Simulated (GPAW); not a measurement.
**MgI2 (P-3m1): G0W0 with GPAW, start to end**

Wanted: ground state, empty states, screening and self-energy for MgI2 (P-3m1).

Calculated with GPAW 26.7.0; PBE and many-body steps on it, plane waves.

The database entry behind the starting cell has ideal inner coordinates that were not refined, so it need not match the best structure at ambient conditions.

## (1) Starting point

It takes space group P-3m1 (No. 164, trigonal). The conventional cell has a = 4.140 Å, b = 4.140 Å, c = 6.880 Å, α = 90.00°, β = 90.00°, γ = 120.00°. Nearest to Mg lie 6 I at 2.94 Å. Nearest to I lie 3 Mg at 2.94 Å. Farther neighbours and most contacts between anions are not listed.

As a file:

```cif
data_structure
_symmetry_space_group_name_H-M 'P-3m1'
_symmetry_Int_Tables_number 164
_cell_length_a 4.1400
_cell_length_b 4.1400
_cell_length_c 6.8800
_cell_angle_alpha 90.000
_cell_angle_beta 90.000
_cell_angle_gamma 120.000
_cell_volume 102.12
loop_
_atom_site_label
_atom_site_type_symbol
_atom_site_symmetry_multiplicity
_atom_site_Wyckoff_symbol
_atom_site_fract_x
_atom_site_fract_y
_atom_site_fract_z
_atom_site_occupancy
Mg1 Mg 1 a 0.00000 0.00000 0.00000 1
I1 I 2 d 0.33333 0.66667 0.25000 1
```

The cell and positions come from the Crystallography Open Database and are kept as given unless a step says otherwise. Spin-orbit coupling is left out unless a step names it.

## (2) Ground state

This step: GPAW 26.7.0; DFT, PBE, plane waves, PAW.

The ground-state density comes first.

The input, run.py:

```python
import json
import numpy as np
from gpaw.mpi import world
from ase import Atoms
from gpaw import GPAW, PW, FermiDirac

atoms = Atoms(['Mg', 'I', 'I'],
    cell=[[4.1400000000, 0.0000000000, 0.0000000000],
      [-2.0700000000, 3.5853451717, 0.0000000000],
      [0.0000000000, 0.0000000000, 6.8800000000]],
    scaled_positions=[[0.0000000000, 0.0000000000, 0.0000000000],
      [0.3333333333, 0.6666666667, 0.2500000000],
      [0.6666666667, 0.3333333333, 0.7500000000]],
    pbc=(True, True, True))
calc = GPAW(mode=PW(450),
    xc='PBE',
    kpts={'size': (6, 6, 4), 'gamma': True},
    occupations=FermiDirac(0.001),
    nbands=-7,
    convergence={'density': 1e-6, 'bands': -3},
    maxiter=100,
    txt='gs.txt')
atoms.calc = calc
res = {'energy': atoms.get_potential_energy()}
kpts = calc.get_ibz_k_points()
res['kpts'] = kpts
res['eigenvalues'] = [calc.get_eigenvalues(kpt=k) for k in range(len(kpts))]
res['n_electrons'] = calc.get_number_of_electrons()
calc.write('gs.gpw')

if world.rank == 0:
    with open('result.json', 'w') as f:
        json.dump(res, f, default=lambda x: x.tolist())
```

Command:

```console
$ mpirun -n 4 gpaw python run.py
```

Numbers of over 12 decimals in the logs are rounded to 6 here.

The program printed:

```text
__  _  _
 | _ |_)|_||  |
 |__||  | ||/\| - 26.7.0

Input parameters:
  mode=PW(ecut=450.000000),
  convergence={'density': 1e-06, 'bands': -3},
  kpts=MonkhorstPack(size=(6, 6, 4), gamma=True),
  maxiter=100,
  nbands=-7,
  occupations=Occupations(name='fermi-dirac', width=0.001, fixmagmom=False),
  xc=XC(name='PBE')
  [... matrices ...]
Diagonalizing LCAO Hamiltonian
Converting LCAO to pw mode

             I

         I

       Mg

Atoms  # Å, Bohr magnetons
|   | symbol |         x |        y |        z |    initial magnetic moments |
| 0 |     Mg |  0.000000 | 0.000000 | 0.000000 | ( 0.0000,  0.0000,  0.0000) |
| 1 |      I | -0.000000 | 2.390230 | 1.720000 | ( 0.0000,  0.0000,  0.0000) |
| 2 |      I |  2.070000 | 1.195115 | 5.160000 | ( 0.0000,  0.0000,  0.0000) |

Unit cell  # Å
| periodic |         x |        y |        z |  lengths |     angles |
|      yes |  4.140000 | 0.000000 | 0.000000 | 4.140000 |  90.000000 |
|      yes | -2.070000 | 3.585345 | 0.000000 | 4.140000 |  90.000000 |
|      yes |  0.000000 | 0.000000 | 6.880000 | 6.880000 | 120.000000 |

Number of symmetries: 12
Symmetry operations  # r_c * U_cc + t_c -> r_c
|    | kind |            matrix            |
|  0 |  σ   |  1, 1, 0,  0,-1, 0,  0, 0, 1 |
|  1 |  S6  |  1, 1, 0, -1, 0, 0,  0, 0,-1 |
|  2 |  E   |  1, 0, 0,  0, 1, 0,  0, 0, 1 |
|  3 |  C2  |  1, 0, 0, -1,-1, 0,  0, 0,-1 |
|  4 |  C2  |  0, 1, 0,  1, 0, 0,  0, 0,-1 |
|  5 |  C3  |  0, 1, 0, -1,-1, 0,  0, 0, 1 |
|  6 |  S6  |  0,-1, 0,  1, 1, 0,  0, 0,-1 |
|  7 |  σ   |  0,-1, 0, -1, 0, 0,  0, 0, 1 |
|  8 |  σ   | -1, 0, 0,  1, 1, 0,  0, 0, 1 |
|  9 |  i   | -1, 0, 0,  0,-1, 0,  0, 0,-1 |
| 10 |  C3  | -1,-1, 0,  1, 0, 0,  0, 0, 1 |
| 11 |  C2  | -1,-1, 0,  0, 1, 0,  0, 0,-1 |

BZ-sampling:
  Number of BZ points: 144
  Number of IBZ points: 24

  Monkhorst-Pack size: [6, 6, 4]
  Monkhorst-Pack shift: [0.083333, 0.083333, 0.125]

K-points  # in reciprocal-cell coordinates
|     |                                coordinates |     weight |
|   0 | (  0.00000000,   0.00000000,   0.00000000) | 0.00694444 |
|   1 | (  0.00000000,   0.00000000,   0.25000000) | 0.01388889 |
|   2 | (  0.00000000,   0.00000000,   0.50000000) | 0.00694444 |
|   3 | (  0.16666667,   0.00000000,  -0.25000000) | 0.04166667 |
|   4 | (  0.16666667,   0.00000000,   0.00000000) | 0.04166667 |
|   5 | (  0.16666667,   0.00000000,   0.25000000) | 0.04166667 |
|   6 | (  0.16666667,   0.00000000,   0.50000000) | 0.04166667 |
|   7 | (  0.33333333,  -0.16666667,   0.00000000) | 0.04166667 |
|   8 | (  0.33333333,  -0.16666667,   0.25000000) | 0.08333333 |
|   9 | (  0.33333333,  -0.16666667,   0.50000000) | 0.04166667 |
| ... |                                            |            |
|  23 | (  0.50000000,   0.50000000,   0.50000000) | 0.02083333 |

Plane wave coefficients: 2237
Cutoff: 450.000000 eV

Spin-components: 1 (collinear spins)
Bands:           19
Projectors:      15
Spin-degeneracy: 2
Datatype:        complex128

  Storage: CPU
  Wave functions: 16_321_152 bytes (4_080_288 per core)
  Projectors: 18_898_176 bytes (4_724_544 per core)
  [... matrices ...]
Parallelization:
  kpt:    4
  domain: 1
  band:   1

Density:
  Valence electrons: 24.0
  Components: 1
  Grid points: [21 21 35]
  Charge: 0.0  # |e|

Potential:
  Grid points: [21 21 35]

species:
  Mg:
    name:    Magnesium
    Z:       12.0
    valence: 10
    core:    2
    charge:  0.0  # [|e|]
    compensation charges:
      type: gauss
      rc: 0.33  # [Å]
      lmax: 2
    cutoffs:
      filter: 1.86  # [Å]
      core: 0.54  # [Å]
    projectors
    | kind |    occ | energy [eV] | rcut [Å] |
    |   2s |  2.000 |     -79.840 |    1.090 |
    |   3s |  2.000 |      -4.705 |    1.090 |
    |   2p |  6.000 |     -46.613 |    1.085 |
    |   3p |  0.000 |      -1.330 |    1.085 |
    |    d |        |       0.000 |    1.037 |

    Using partial waves for Mg as LCAO basis

  I:
    name:    Iodine
    Z:       53.0
    valence: 7
    core:    46
    charge:  0.0  # [|e|]
    compensation charges:
      type: gauss
      rc: 0.37  # [Å]
      lmax: 2
    cutoffs:
      filter: 2.06  # [Å]
      core: 2.90  # [Å]
    projectors
    | kind |    occ | energy [eV] | rcut [Å] |
    |   5s |  2.000 |     -17.382 |    1.164 |
    |   5p |  5.000 |      -7.088 |    1.164 |
    |    s |        |       9.829 |    1.164 |
    |    p |        |      20.123 |    1.164 |
    |    d |        |       0.000 |    1.164 |

    Using partial waves for I as LCAO basis

Reference energy: -392531.236221  # eV

eigensolver:
  PPCG
  Converge bands: -3
  niter=2

density mixing:
  MSR1-Mixer
  Pratt-step length: 0.05
  Maximum mixing coefficient: 0.75
  Old densities: 10
  SVD Regularization: 0.005
  Good broyden scale: 1.0
  Trust region scale: 1.0
  Backstep threshold: 4.0
  History deletion threshold: 6.0
  Fourier metric: weight=20.0, sigma=0.015

occupation numbers:
  Fermi-Dirac:
    width: 0.0010  # eV

poisson solver:
  ecut: 3600.000000  # eV

xc functional:
  name: PBE with 2 nearest neighbor stencil

Initialization done in: 0.714 s

convergence criteria:
- Maximum integral of absolute [dens]ity change: 1e-06 electrons / valence electron
- Maximum [total energy] change in last 3 cyles: 0.0005 eV / valence electron
- Maximum integral of absolute [eigenst]ate change: 4e-08 eV^2 / valence electron
maximum number of iterations: 100

SCF iterations
|iter     |     time |      energy | eigst |  dens |
|iter:   1|  |   -7.858587 | +0.50 |       |
|iter:   2|  |   -7.835376 | -0.08 | -1.35 |
|iter:   3|  |   -7.749617 | -1.46 | -1.39 |
|iter:   4|  |   -7.750959 | -1.76 | -1.97 |
|iter:   5|  |   -7.749549c| -2.75 | -2.37 |
|iter:   6|  |   -7.749826c| -4.12 | -2.72 |
|iter:   7|  |   -7.749836c| -5.15 | -3.47 |
|iter:   8|  |   -7.749837c| -5.98 | -4.08 |
|iter:   9|  |   -7.749837c| -7.02 | -4.89 |
|iter:  10|  |   -7.749837c| -7.88c| -5.64 |
|iter:  11|  |   -7.749837c| -8.38c| -6.15c|

Converged in 11 steps
SCF loop duration: 4.462 s (0.406 s/step)
Energy contributions relative to reference atoms: (reference = -392531.236221)
  [... matrices ...]
Energy contributions:
  Kinetic:          11.804847
  Coulomb:         -10.574030
  Zero:             -0.055281
  External:          0.000000
  Xc:               -8.925372
  Entropy:          -0.000000
  Spinorbit:         0.000000
  ----------------------------
  Free energy:      -7.749837
  Extrapolated:     -7.749837

dipole moment: (-2.973579, -5.150391, -9.883201)  # |e|*Ang

Fermi level: 4.384
Eigenvalues  # (at kpt = [0.000, 0.000, 0.000])
| band index |      eig [eV] | occ [0-2] |
|          0 |       -72.933 |     2.000 |
|        ... |               |           |
|          4 |        -9.533 |     2.000 |
|          5 |        -8.852 |     2.000 |
|          6 |        -1.107 |     2.000 |
|          7 |         2.111 |     2.000 |
|          8 |         2.111 |     2.000 |
|          9 |         2.455 |     2.000 |
|         10 |         2.475 |     2.000 |
|         11 |         2.475 |     2.000 |
|         12 |         6.130 |     0.000 |
|         13 |         7.354 |     0.000 |
|         14 |         9.331 |     0.000 |
|         15 |         9.331 |     0.000 |
|         16 |         9.959 |     0.000 |
|         17 |        10.793 |     0.000 |
|         18 |        10.793 |     0.000 |

Gap: 3.508 eV
Transition (v -> c):
  (s=0, k=0, n=11, [0.00, 0.00, 0.00]) -> (s=0, k=23, n=12, [0.50, 0.50, 0.50])
Direct/indirect transitions are different
Direct gap: 3.655 eV
Transition at: (s=0, k=0, n=11, [0.00, 0.00, 0.00])
# Writing to gs.gpw (mode='')
  [... matrices ...]
```

Wall time 6.8 s (4 MPI ranks of Arm Neoverse V2, shared host); peak memory 0.66 GiB.

This step gave:

* total energy: -7.750 eV
* gap: 3.508 eV
* k of the valence top: 0, 0, 0
* k of the conduction bottom: 0.5, 0.5, 0.5
* least direct gap: 3.655 eV

The gap is indirect, with the least direct gap 0.15 eV higher.

## (3) Empty states on the mesh, 3×3×2 mesh, 479 bands

The sums over transitions need many empty states on a uniform mesh; this step solves for them.

The input, run.py:

```python
import json
import numpy as np
from gpaw.mpi import world
from gpaw import GPAW

calc = GPAW('gs.gpw').fixed_density(kpts={'size': (3, 3, 2), 'gamma': True},
    parallel={'domain': 1, 'band': 1},
    txt='nscf.txt')
calc.diagonalize_full_hamiltonian(nbands=479)
calc.write('full.gpw', mode='all')
res = {}
kpts = calc.get_ibz_k_points()
res['kpts'] = kpts
res['eigenvalues'] = [calc.get_eigenvalues(kpt=k) for k in range(len(kpts))]
res['n_electrons'] = calc.get_number_of_electrons()

if world.rank == 0:
    with open('result.json', 'w') as f:
        json.dump(res, f, default=lambda x: x.tolist())
```

Command:

```console
$ mpirun -n 4 gpaw python run.py
```

The program printed:

```text
Diagonalizing LCAO Hamiltonian
Converting LCAO to pw mode
convergence criteria:
- Maximum integral of absolute [eigenst]ate change: 4e-08 eV^2 / valence electron
maximum number of iterations: 100

SCF iterations
|iter     |     time |      energy | eigst |  dens |
|iter:   1|  |             | +0.71 |       |
|iter:   2|  |             | -0.22 |       |
|iter:   3|  |             | -1.30 |       |
[...]
|iter:   7|  |             | -5.60 |       |
|iter:   8|  |             | -6.88 |       |
|iter:   9|  |             | -7.59c|       |
SCF steps: 9
  __  _  _
 | _ |_)|_||  |
 |__||  | ||/\| - 26.7.0

Input parameters:
  mode=PW(ecut=450.000000),
  convergence={'density': 1e-06, 'bands': -3},
  gpts=array([21, 21, 35]),
  kpts=MonkhorstPack(size=(3, 3, 2), gamma=True),
  maxiter=100,
  nbands=19,
  occupations=Occupations(name='fermi-dirac', width=0.001, fixmagmom=False),
  parallel={'domain': 1, 'band': 1},
  xc=XC(name='PBE')
Matrix size: 2237x2237
# Writing to full.gpw (mode='all')
  [... matrices ...]

timing:  # [seconds]
  Total: 20.607  # ━━━━━━━━━━━━━━━━━━━━━━━━━━━━━━━━━━━━━━━━━━━━━━━━━━━━━━━━━━
```

Elapsed: 24 s, on 4 MPI ranks; peak memory 1.9 GiB.

This step gave:

* gap: 3.655 eV
* k of the valence top: 0, 0, 0
* k of the conduction bottom: 0, 0, 0
* least direct gap: 3.655 eV
* k points computed: 6
* lowest point of the top converged band, above the valence top: 152.2651 eV

On this mesh the gap is 3.655 eV. The earlier step found 3.508 eV, so this mesh misses an edge.

## (4) Screening and self-energy, 3×3×2 mesh, 218 bands, screening to 96 eV

Now the one-shot GW correction: screening in the RPA, then the self-energy of the levels asked for.

This step: G0W0 on PBE, plane waves, PAW.

The input, run.py:

```python
import json
import numpy as np
from gpaw.mpi import world
from gpaw.response.g0w0 import G0W0

gw = G0W0('full.gpw',
    filename='gw',
    kpts=[0],
    bands=(10, 14),
    ecut=96,
    nbands=218,
    integrate_gamma='WS',
    ppa=True)
gw.calculate()
res = {mode: {k: v for k, v in r.items() if k != 'sigma_eskwn'}
       for mode, r in gw.all_results.items()}

if world.rank == 0:
    with open('result.json', 'w') as f:
        json.dump(res, f, default=lambda x: x.tolist())
```

Command:

```console
$ mpirun -n 4 gpaw python run.py
```

The program printed:

```text
Using integrator: PointIntegrator
FrequencyGridDescriptor(from 0.000+0.000j to 0.000+27.211j eV, 2 points)
Nonperiodic BCs:  [False False False]
Using integrator: PointIntegrator
FrequencyGridDescriptor(from 0.000+0.000j to 0.000+27.211j eV, 2 points)
Nonperiodic BCs:  [False False False]
  ___  _ _ _
 |   || | | |
 | | || | | |
 |__ ||_____|
 |___|

BZ k-points: Symmetries present (total): 12

  [... matrices ...]
18 k-points: 3 x 3 x 2 Monkhorst-Pack grid + [0.000000,0.000000,1/4]
6 k-points in the irreducible part of the Brillouin zone
       k-points in crystal coordinates                weights
   0:     0.00000000    0.00000000    0.00000000          1/18
   1:     0.00000000    0.00000000    0.50000000          1/18
   2:     0.33333333    0.00000000    0.00000000          6/18
   3:     0.33333333    0.00000000    0.50000000          6/18
   4:     0.33333333    0.33333333    0.00000000          2/18
   5:     0.33333333    0.33333333    0.50000000          2/18

Distributing spins, k-points and bands (1 x 1 x 4) over 4 processes
Number of blocks: 1

Quasi particle states:
k-points (IBZ indices): [0]
Band range: (10, 14)
  [... matrices ...]
Computational parameters:
Plane wave cut-off: 96 eV
Number of bands: 218
Coulomb cutoff: None
Broadening: 0.1 eV

fxc modes: GW
Kernel: RPA
Using Godby-Needs plasmon-pole approximation:
  Fitting energy: i*E0, E0 = 1.000 Hartree
Summing all q:

Calculating screened Coulomb potential
No Coulomb truncation
FrequencyGridDescriptor(from 0.000+0.000j to 0.000+27.211j eV, 2 points)
Removing empty qpoint cache files...

Calculating chi0 body with:
    Ground state adapter containing:
    Number of spins: 1
    Number of kpoints: 18
    Number of irreducible kpoints: 6
    Number of completely occupied states: 12
    Number of partially occupied states: 12
    Occupied states memory: 2.826233 M / cpu

    Linear response parametrization:
    q_c: [0.0, 0.0, 0.0]
    Number of frequency points: 2
    Planewave cutoff: 96.0
    Number of bands: 218
    Number of planewaves: 233
    Broadening (eta): 1e-06
    comm.size: 4
    kncomm.size: 4
    blockcomm.size: 1

    Memory estimate of potentially large arrays:
        chi0_wGG: 1.656769 M / cpu
Integrating chi0 body.

Symmetries of q_c:
    Direct symmetries (Uq -> q): 12
    Indirect symmetries (TUq -> q): 0
In total 12 allowed symmetries.

  [... matrices ...]
6 groups of equivalent kpoints. 66.666667% reduction.

Integral kind: response function
Integrating chi0 head and wings.

Symmetries of q_c:
    Direct symmetries (Uq -> q): 12
    Indirect symmetries (TUq -> q): 0
In total 12 allowed symmetries.

  [... matrices ...]
6 groups of equivalent kpoints. 66.666667% reduction.

Integral kind: response function wings

Calculating chi0 body with:
    Ground state adapter containing:
    Number of spins: 1
    Number of kpoints: 18
    Number of irreducible kpoints: 6
    Number of completely occupied states: 12
    Number of partially occupied states: 12
    Occupied states memory: 2.826233 M / cpu

[... the further q-points ...]

Results:
f:      Occupation numbers
eps:     KS-eigenvalues [eV]
vxc:     KS vxc [eV]
exx:     Exact exchange [eV]
sigma:   Self-energies [eV]
dsigma:  Self-energy derivatives
Z:       Renormalization factors
qp:      QP-energies [eV]

k-point 0 (0): (0.000, 0.000, 0.000)                GW
band       f     eps     vxc     exx   sigma  dsigma       Z      qp
                                                                   GW
  10   1.000   2.475 -15.056 -17.872   1.595  -0.241   0.806   1.491
  11   1.000   2.475 -15.056 -17.872   1.595  -0.241   0.806   1.491
  12   0.000   6.130 -11.361  -7.125  -3.470  -0.210   0.827   6.762
  13   0.000   7.354  -9.582  -5.351  -3.616  -0.210   0.826   7.862
```

It took 23 s on 4 MPI ranks; peak memory 1.2 GiB; 91 s of CPU time.

Numbers from this step:

```yaml
g0w0_gap_on_the_points_computed: 5.271 eV
least_direct_g0w0_gap_on_the_computed_points: 5.271 eV
z_at_the_valence_top: 0.8056
z_at_the_conduction_bottom: 0.8266
starting_gap_on_the_mesh: 3.655 eV
k_of_the_valence_top: 0, 0, 0
k_of_the_conduction_bottom: 0, 0, 0
```

The gap on the mesh goes from 3.66 eV to 5.27 eV, a correction of +1.62 eV. The start differs from the 3.51 eV found before because the two sample other k points.

Limits: finite bands, cutoff and mesh; no spin-orbit coupling; coarse k mesh. v1 is the top filled band, c1 the lowest empty one. The levels before and after the correction (eV, zero at the valence-band top of each column):

```csv
,conduction bottom,valence top
Kohn-Sham,3.66,0.00
G0W0,5.27,0.00
```

```
             level  energy (eV)
Kohn-Sham  Γ v2-v1        0.000
Kohn-Sham     Γ c1        3.655
Kohn-Sham     Γ c2        4.879
     G0W0  Γ v2-v1        0.000
     G0W0     Γ c1        5.271
     G0W0     Γ c2        6.371
```

## (5) Where the time went

Times are wall times on 4 MPI ranks of Arm Neoverse V2, shared host, good to a factor of about two.

```
                     step   time  share  memory (GiB)
             ground state  6.8 s   13 %          0.66
 empty states on the mesh   24 s   45 %           1.9
screening and self-energy   23 s   43 %           1.2
```

## (6) Outcome

| Property | Result |
| --- | --- |
| PBE gap | 3.51 eV, indirect |
| G0W0 gap on the mesh | 5.27 eV |
| G0W0 gap over the zone (rigid shift) | 5.12 eV |
| GW settings | 3×3×2 mesh, 218 bands, screening to 96 eV, Godby-Needs plasmon pole |
| known limits | not at the basis limit; no spin-orbit coupling; coarse k mesh |

G0W0 moves the gap on the mesh from 3.66 eV to 5.27 eV (+1.62 eV), with Z of 0.81 and 0.83 at the edges. The mesh misses the band edges by 0.15 eV in all; a rigid shift gives 5.12 eV for the zone. Only 1 of the mesh's irreducible points was corrected, so a valley elsewhere could overtake. Bands and cutoff are finite, so the gap is not at the basis limit. The miss can reach some tenths of an eV and take either sign; the mesh is an error of its own. These stock PAW sets were not made for GW; the filled d or f shell of I lies in the frozen core, which bears on start and correction. In the G0W0 run levels were corrected at 1 k point alone, so a gap called «on the mesh» is the least over those, and an edge elsewhere would be missed. A denser mesh or path gives a starting gap of 3.51 eV: the GW mesh misses a band edge, so its gaps are not the fundamental one. The 3×3×2 mesh is coarse for this cell, which bears on the long-range parts of exchange and screening. The many-body steps are scalar-relativistic: spin-orbit coupling is not in them.

[Paths, hosts, dates, memory and timing lines, banners, echoed tables and standing remarks are left out of the program output.]

[Logs are printed without paths, hosts, clocks, repeated set-up lines and the standing remarks that a program may print on its own settings, such as how far it seeks lower states.]

[Runs of the session that timed out or met a known fault of the program may be left out.]

[Hosts, paths, dates, database ids (printed as entryN), source tags and the programs' standing remarks are cut or masked in the printed files.]
